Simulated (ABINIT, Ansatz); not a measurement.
## How the form of the self-energy moves the gap of CsSnI3 (Pm-3m)

Wanted: the gap of CsSnI3 (Pm-3m) under several approximations, with cost.

Main program and level: ABINIT 10.8.3; PBE and many-body steps on it, plane waves.

This is a report of a sequence of runs, with most program output left out.

**1. Starting point**

Symmetry: Pm-3m, No. 221, cubic system. The conventional cell has a = 6.286 Å, b = 6.286 Å, c = 6.286 Å, α = 90.00°, β = 90.00°, γ = 90.00°. Nearest to Cs lie 12 I at 4.45 Å. Nearest to Sn lie 6 I at 3.14 Å. I has 2 Sn at 3.14 Å and 4 Cs at 4.45 Å nearest. Farther neighbours and most contacts between anions are not listed.

The cell and positions are those that the Materials Project relaxed with its own functionals (PBE, PBE+U or r2SCAN), kept fixed. Spin-orbit coupling is left out unless a step names it.

**2. Empty states on the mesh, 2×2×2 mesh, 397 bands**

This step: ABINIT 10.8.3; DFT, PBE, plane waves, norm-conserving pseudopotentials.

The sums over transitions need many empty states on a uniform mesh; this step solves for them.

run.abi

```
acell 3*1.0 Angstrom
rprim 
  6.286228000000 0.000000000000 0.000000000000
  0.000000000000 6.286228000000 0.000000000000
  0.000000000000 0.000000000000 6.286228000000
ntypat 3
znucl 55 50 53
natom 5
typat 1 2 3 3 3
xred 
  0.500000000000 0.500000000000 0.500000000000
  0.000000000000 0.000000000000 0.000000000000
  0.500000000000 0.000000000000 0.000000000000
  0.000000000000 0.000000000000 0.500000000000
  0.000000000000 0.500000000000 0.000000000000
pp_dirpath "pseudos"
pseudos "Cs.upf, Sn.upf, I.upf"
ecut 38
ngkpt 2 2 2
nshiftk 1
shiftk 0 0 0
kptopt 1
chksymbreak 0
iscf -2
irdden 1
istwfk *1
nband 397
nbdbuf 36
tolwfr 1e-09
nstep 60
prtvol 0
indata_prefix "in"
outdata_prefix "out"
tmpdata_prefix "tmp"
```

The run is started by

```console
OMP_NUM_THREADS=2 mpirun -n 4 abinit run.abi > log
```

It took 7 min on 4 MPI ranks of Arm Neoverse V2, shared host; peak memory 1.1 GiB; 44 min of CPU time.

Numbers from this step:

```
gap                                                           : 0.4814 eV
k of the valence top                                          : 0.5, 0.5, 0.5
k of the conduction bottom                                    : 0.5, 0.5, 0.5
least direct gap                                              : 0.4814 eV
k points computed                                             : 4
lowest point of the top converged band, above the valence top : 58.7075 eV
```

On this mesh the gap is 0.481 eV.

The density comes from a self-consistent run that is not shown.

**3. Screening, 2×2×2 mesh, 179 bands, screening to 141.5 eV**

The RPA dielectric matrix is built and inverted for each q.

This step: RPA screening on PBE, plane waves, norm-conserving pseudopotentials.

run.abi, as its differences from that of step 2:

```diff
@@ -23,10 +23,11 @@
 chksymbreak 0
-iscf -2
-irdden 1
 istwfk *1
-nband 397
-nbdbuf 36
-tolwfr 1e-09
-nstep 60
-prtvol 0
+occopt 1
+irdwfk 1
+optdriver 3
+nband 179
+ecuteps 5.2
+inclvkb 2
+awtr 1
+symchi 1
 indata_prefix "in"
```

The run is started by

```console
OMP_NUM_THREADS=1 mpirun -n 8 abinit run.abi > log
```

Wall time 2.5 min (8 MPI ranks); peak memory 6.4 GiB.

Numbers from this step:

```
ε∞ with local fields, on this mesh, along the program's q direction : 106.8
the same without local fields                                       : 133.7
plasma frequency                                                    : 24.26 eV
plane waves in the screening matrix                                 : 949
```

Local fields lower ε∞ by 20 %. The value itself is an artefact of the mesh, where one narrow direct gap carries too much weight.

**4. G0W0, Godby-Needs plasmon pole**

The self-energy is evaluated for the states that the input lists, and the levels follow from it, in one-shot runs by the linearised quasiparticle equation.

This step: G0W0 on PBE, plane waves, norm-conserving pseudopotentials.

run.abi, as its differences from that of step 3:

```diff
@@ -26,8 +26,17 @@
 irdwfk 1
-optdriver 3
+optdriver 4
 nband 179
+gwcalctyp 0
+ecutsigx 38
+symsigma 1
+nkptgw 2
+kptgw 
+  0.5000000000 0.5000000000 0.5000000000
+  0.0000000000 0.0000000000 0.0000000000
+bdgw 
+  50 56
+  51 56
 ecuteps 5.2
-inclvkb 2
-awtr 1
-symchi 1
+irdscr 1
+ppmodel 1
 indata_prefix "in"
```

The job ended after 53 s (8 MPI ranks; peak memory 5.8 GiB).

Numbers from this step:

```
G0W0 gap on the points computed              : 0.8900 eV
starting gap on the mesh                     : 0.4814 eV
k of the valence top                         : 0.5, 0.5, 0.5
k of the conduction bottom                   : 0.5, 0.5, 0.5
Z at the valence top                         : 0.789
Z at the conduction bottom                   : 0.794
least direct G0W0 gap on the computed points : 0.8900 eV
```

The gap on the mesh goes from 0.48 eV to 0.89 eV, a correction of +0.41 eV.

**5. G0W0, Engel-Farid plasmon pole**

run.abi, as its differences from that of step 4:

```diff
@@ -40,3 +40,3 @@
 irdscr 1
-ppmodel 1
+ppmodel 4
 indata_prefix "in"
```

Run time: 49 s. Hardware: 8 MPI ranks; peak memory 5.3 GiB.

This step gave:

```
G0W0 gap on the points computed              : 0.919 eV
starting gap on the mesh                     : 0.4814 eV
k of the valence top                         : 0.5, 0.5, 0.5
k of the conduction bottom                   : 0.5, 0.5, 0.5
Z at the valence top                         : 0.78
Z at the conduction bottom                   : 0.784
least direct G0W0 gap on the computed points : 0.919 eV
```

Against G0W0 in ABINIT (2×2×2 mesh, 179 bands, screening to 141.5 eV, Godby-Needs plasmon pole), the gap moves by +0.029 eV.

**6. G0W0, Hybertsen-Louie plasmon pole**

run.abi, as its differences from that of step 5:

```diff
@@ -40,3 +40,3 @@
 irdscr 1
-ppmodel 4
+ppmodel 2
 indata_prefix "in"
```

Run time: 53 s. Hardware: 8 MPI ranks; peak memory 5.5 GiB; 7.1 min of CPU time.

Numbers from this step:

```
G0W0 gap on the points computed              : 0.7680 eV
starting gap on the mesh                     : 0.4814 eV
k of the valence top                         : 0.5, 0.5, 0.5
k of the conduction bottom                   : 0.5, 0.5, 0.5
least direct G0W0 gap on the computed points : 0.7680 eV
```

Against G0W0 in ABINIT (2×2×2 mesh, 179 bands, screening to 141.5 eV, Godby-Needs plasmon pole), the gap moves by −0.122 eV.

**7. One-shot Hartree-Fock**

This step: one-shot Hartree-Fock on PBE, plane waves, norm-conserving pseudopotentials.

run.abi, as its differences from that of step 6:

```diff
@@ -27,4 +27,4 @@
 optdriver 4
-nband 179
-gwcalctyp 0
+nband 57
+gwcalctyp 5
 ecutsigx 38
@@ -38,5 +38,4 @@
   51 56
-ecuteps 5.2
-irdscr 1
-ppmodel 2
+ixc_sigma 40
+fftgw 31
 indata_prefix "in"
```

It took 7.3 s on 8 MPI ranks; peak memory 4 GiB.

This step gave:

```
quasiparticle gap on the points computed              : 5.533 eV
starting gap on the mesh                              : 0.4814 eV
k of the valence top                                  : 0.5, 0.5, 0.5
k of the conduction bottom                            : 0.5, 0.5, 0.5
least direct quasiparticle gap on the computed points : 5.533 eV
```

Against G0W0 in ABINIT (2×2×2 mesh, 179 bands, screening to 141.5 eV, Godby-Needs plasmon pole), the gap moves by +4.643 eV.

**8. Side by side**

Times are wall times on 8 MPI ranks of Arm Neoverse V2, shared host, good to a factor of about two. A run's time includes the screening step that it read.

| run | mesh | bands | screening cutoff (eV) | DFT gap (eV) | gap on the mesh (eV) | direct (eV) | ε∞ used | time |
| --- | --- | --- | --- | --- | --- | --- | --- | --- |
| G0W0, Godby-Needs plasmon pole | 2×2×2 | 179 | 141.5 | 0.481 | 0.890 | 0.890 | 106.82 | 3.4 min |
| G0W0, Engel-Farid plasmon pole | 2×2×2 | 179 | 141.5 | 0.481 | 0.919 | 0.919 | 106.82 | 3.3 min |
| G0W0, Hybertsen-Louie plasmon pole | 2×2×2 | 179 | 141.5 | 0.481 | 0.768 | 0.768 | 106.82 | 3.4 min |
| one-shot Hartree-Fock | 2×2×2 | - | - | 0.481 | 5.533 | 5.533 | - | 7.3 s |

**9. Outcome**

| Item | Value |
| --- | --- |
| G0W0, Godby-Needs plasmon pole | 0.890 eV |
| G0W0, Engel-Farid plasmon pole | 0.919 eV |
| G0W0, Hybertsen-Louie plasmon pole | 0.768 eV |
| one-shot Hartree-Fock | 5.533 eV |
| known limits | not at the basis limit; screening runs away on this mesh; no spin-orbit coupling; coarse k mesh |

In words: G0W0, Engel-Farid plasmon pole: +0.029 eV against G0W0, Godby-Needs plasmon pole. G0W0, Hybertsen-Louie plasmon pole: −0.122 eV against G0W0, Godby-Needs plasmon pole. One-shot Hartree-Fock: +4.643 eV against G0W0, Godby-Needs plasmon pole. Bare exchange alone opens the gap to 5.53 eV; against G0W0, correlation takes back 4.64 eV. Bands and cutoff are finite, so the gap is not at the basis limit. The miss can reach some tenths of an eV and take either sign; the mesh is an error of its own. In the G0W0 runs levels were corrected at 2 k points alone, so a gap called «on the mesh» is the least over those, and an edge elsewhere would be missed. The 2×2×2 mesh is coarse for this cell, which bears on the long-range parts of exchange and screening. This is the ideal cubic cell; many perovskites, halides above all, are cubic only on average, and local tilts or off-centring can widen the gap. For the PBE start: On this mesh the RPA ε∞ passes 90, more than nearly any semiconductor shows; a coarse mesh does this where one point with a narrow direct gap carries much weight. The screening is then too strong, and the G0W0 gap should not be taken as the material's. The many-body steps are scalar-relativistic: spin-orbit coupling is not in them.

[Paths, hosts, dates, memory and timing lines, banners, echoed tables and standing remarks are left out of the program output.]

[Logs are printed without paths, hosts, clocks, repeated set-up lines and the standing remarks that a program may print on its own settings, such as how far it seeks lower states.]

[Runs of the session that timed out or met a known fault of the program may be left out.]

[Hosts, paths, dates, database ids (printed as entryN), source tags and the programs' standing remarks are cut or masked in the printed files.]

[G0W0 gaps are taken among the corrected bands and points alone; a level outside them can change the order at an edge.]

[Where Ansatz stands beside ABINIT at settings called matched, ABINIT's density can come from a denser mesh and the files from another edition; pairs whose starting gaps differed by over 0.03 eV were left out, so agreement reads better than it is.]
